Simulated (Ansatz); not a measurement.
# Random alloy of the diamond Si-C (dilute carbon) line, x = 0.0938 (64 atoms), relaxed: mesh and functional compared

Which bonds does the relaxation leave, and how do the Kohn-Sham gap, forces and pressure change with k-mesh and functional?

Calculated with Ansatz 0.2.0: Kohn-Sham DFT, PBE, PAW (set soft_2), plane waves; cutoff 420 eV, k-mesh 2×2×2, fermi-dirac smearing of 0.025 eV.

**The cell**

The cell holds 64 atoms: 58 Si and 6 C. Its edges and angles: a = 10.581 Å, b = 10.581 Å, c = 10.581 Å, α = 90.0°, β = 90.0°, γ = 90.0°. It derives from Si (diamond Si-C (dilute carbon)) and C, repeated 2×2×2. Diamond Si-C (dilute carbon): 64 atoms, 6 of 64 Si sites given to C at random, cell and internal coordinates interpolated linearly between the end members (Vegard's rule); not relaxed, displaced by a Gaussian of 0.02 Å. Lattice constants are starting values near those of PBE.

Cell and atoms were relaxed with PBE. The walk converged after 8 steps by the program's count, with a largest force component of 0.00973 eV/Å; it began at an r.m.s. force component of 1.0 eV/Å. The edges went from 10.581, 10.581, 10.581 to 10.538, 10.502, 10.520 Å, and the volume from 18.510 to 18.192 Å³ an atom (-1.7 %).

The input of the reference single point:

```yaml
crystal:
  lattice:
    - [10.538, 0.00275, -0.00323]
    - [0.00275, 10.50231, -0.0001]
    - [-0.00323, -0.0001, 10.52013]
  atoms:
    - { symbol: Si, position: [0.01415, 2.0e-05, 0.00368] }
    - { symbol: Si, position: [0.15193, 0.10227, 0.14475] }
    - { symbol: Si, position: [0.00684, 0.24117, 0.24967] }
    - { symbol: Si, position: [0.12666, 0.36732, 0.38424] }
    [... 58 atom lines left out ...]
    - { symbol: Si, position: [0.74111, 0.7457, 0.49512] }
    - { symbol: Si, position: [0.88032, 0.87773, 0.61665] }
kpoints:
  mp_grid: { grid: [2, 2, 2] }
hamiltonian:
  xc: pbe
scf:
  occupations: { method: fermi_dirac, width: 0.025 }
output:
  forces: true
  stress: true
  populations: true
  dos:
    method: { smearing: { sigma: 0.08 } }
    de: 0.05
    projected: { site_lists: { C: [C], Si: [Si] } }
  eigenvalues: true
  write_density: true
  write_potential: true
  volumetric_format: npy
```

**Bonds after relaxation**

Bonds by pair of elements; cutoffs follow the first minimum of g(r), held within bounds set by covalent radii, and pairs that aren't listed don't count as bonded:

| pair A-B | cutoff (Å) | bonds | mean length (Å) | spread (Å) | shortest (Å) | B about A | A about B |
| --- | --- | --- | --- | --- | --- | --- | --- |
| Si-Si | 2.83 | 105 | 2.35 | 0.038 | 2.29 | 3.62 | 3.62 |
| Si-C | 2.28 | 22 | 2.02 | 0.034 | 1.95 | 0.379 | 3.67 |
| C-C | 1.85 | 1 | 1.66 | 0 | 1.66 | 0.333 | 0.333 |

How many atoms have how many bonded neighbours:

| element | mean | 4 |
| --- | --- | --- |
| C | 4 | 6 |
| Si | 4 | 58 |

**Levels of theory**

Single points at the relaxed geometry:

| functional | k-mesh | Kohn-Sham gap (eV) | pressure (GPa) | r.m.s. force component (eV/Å) | SCF cycles | time |
| --- | --- | --- | --- | --- | --- | --- |
| PBE | 2×2×2 | 0.295 | 0.00 | 0.003 | 8 | 98 s |
| PBE | 1×1×1 | 0.285 | 0.82 | 0.030 | 8 | 9.5 s |
| HSE06 | 1×1×1 | 0.927 | -1.14 | 0.044 | 21 | 2.3 min |
| r2SCAN | 2×2×2 | 0.474 | -1.42 | 0.041 | 8 | 2.8 min |
| PBEsol | 2×2×2 | 0.209 | -2.07 | 0.027 | 8 | 92 s |

The gap is that between the highest filled and lowest empty Kohn-Sham level on the run's k-points. Cutoffs: 420 eV for PBE, HSE06 and PBEsol; 500 eV for r2SCAN. Times come from shared hosts and are rough.

**Findings**

The Kohn-Sham gap is 0.30 eV with PBE on the 2×2×2 mesh. On the 1×1×1 mesh HSE06 changes the gap by +0.64 eV against PBE. Carrying that shift over to the 2×2×2 mesh gives 0.30 + 0.64 = 0.94 eV, an estimate that takes the shift to be alike at all k-points. On the reference's mesh the gap changes with r2SCAN by +0.18 eV and PBEsol by -0.09 eV. Against the reference the pressure changes with r2SCAN by -1.4 GPa and PBEsol by -2.1 GPa; a negative change means a smaller volume than PBE would take.

Limits: All single points share the geometry relaxed with PBE. One random arrangement of the atoms on their sites. In some runs the program notes that the gap was narrow in the semilocal warm-up, the exchange threshold is loose for the stress, the SCF threshold is loose for the stress and it cut back its work space to fit the memory limit.

[Logs are printed without paths, hosts, clocks, repeated set-up lines and the standing remarks that a program may print on its own settings, such as how far it seeks lower states.]

[Hosts, paths, dates, database ids (printed as entryN), source tags and the programs' standing remarks are cut or masked in the printed files.]
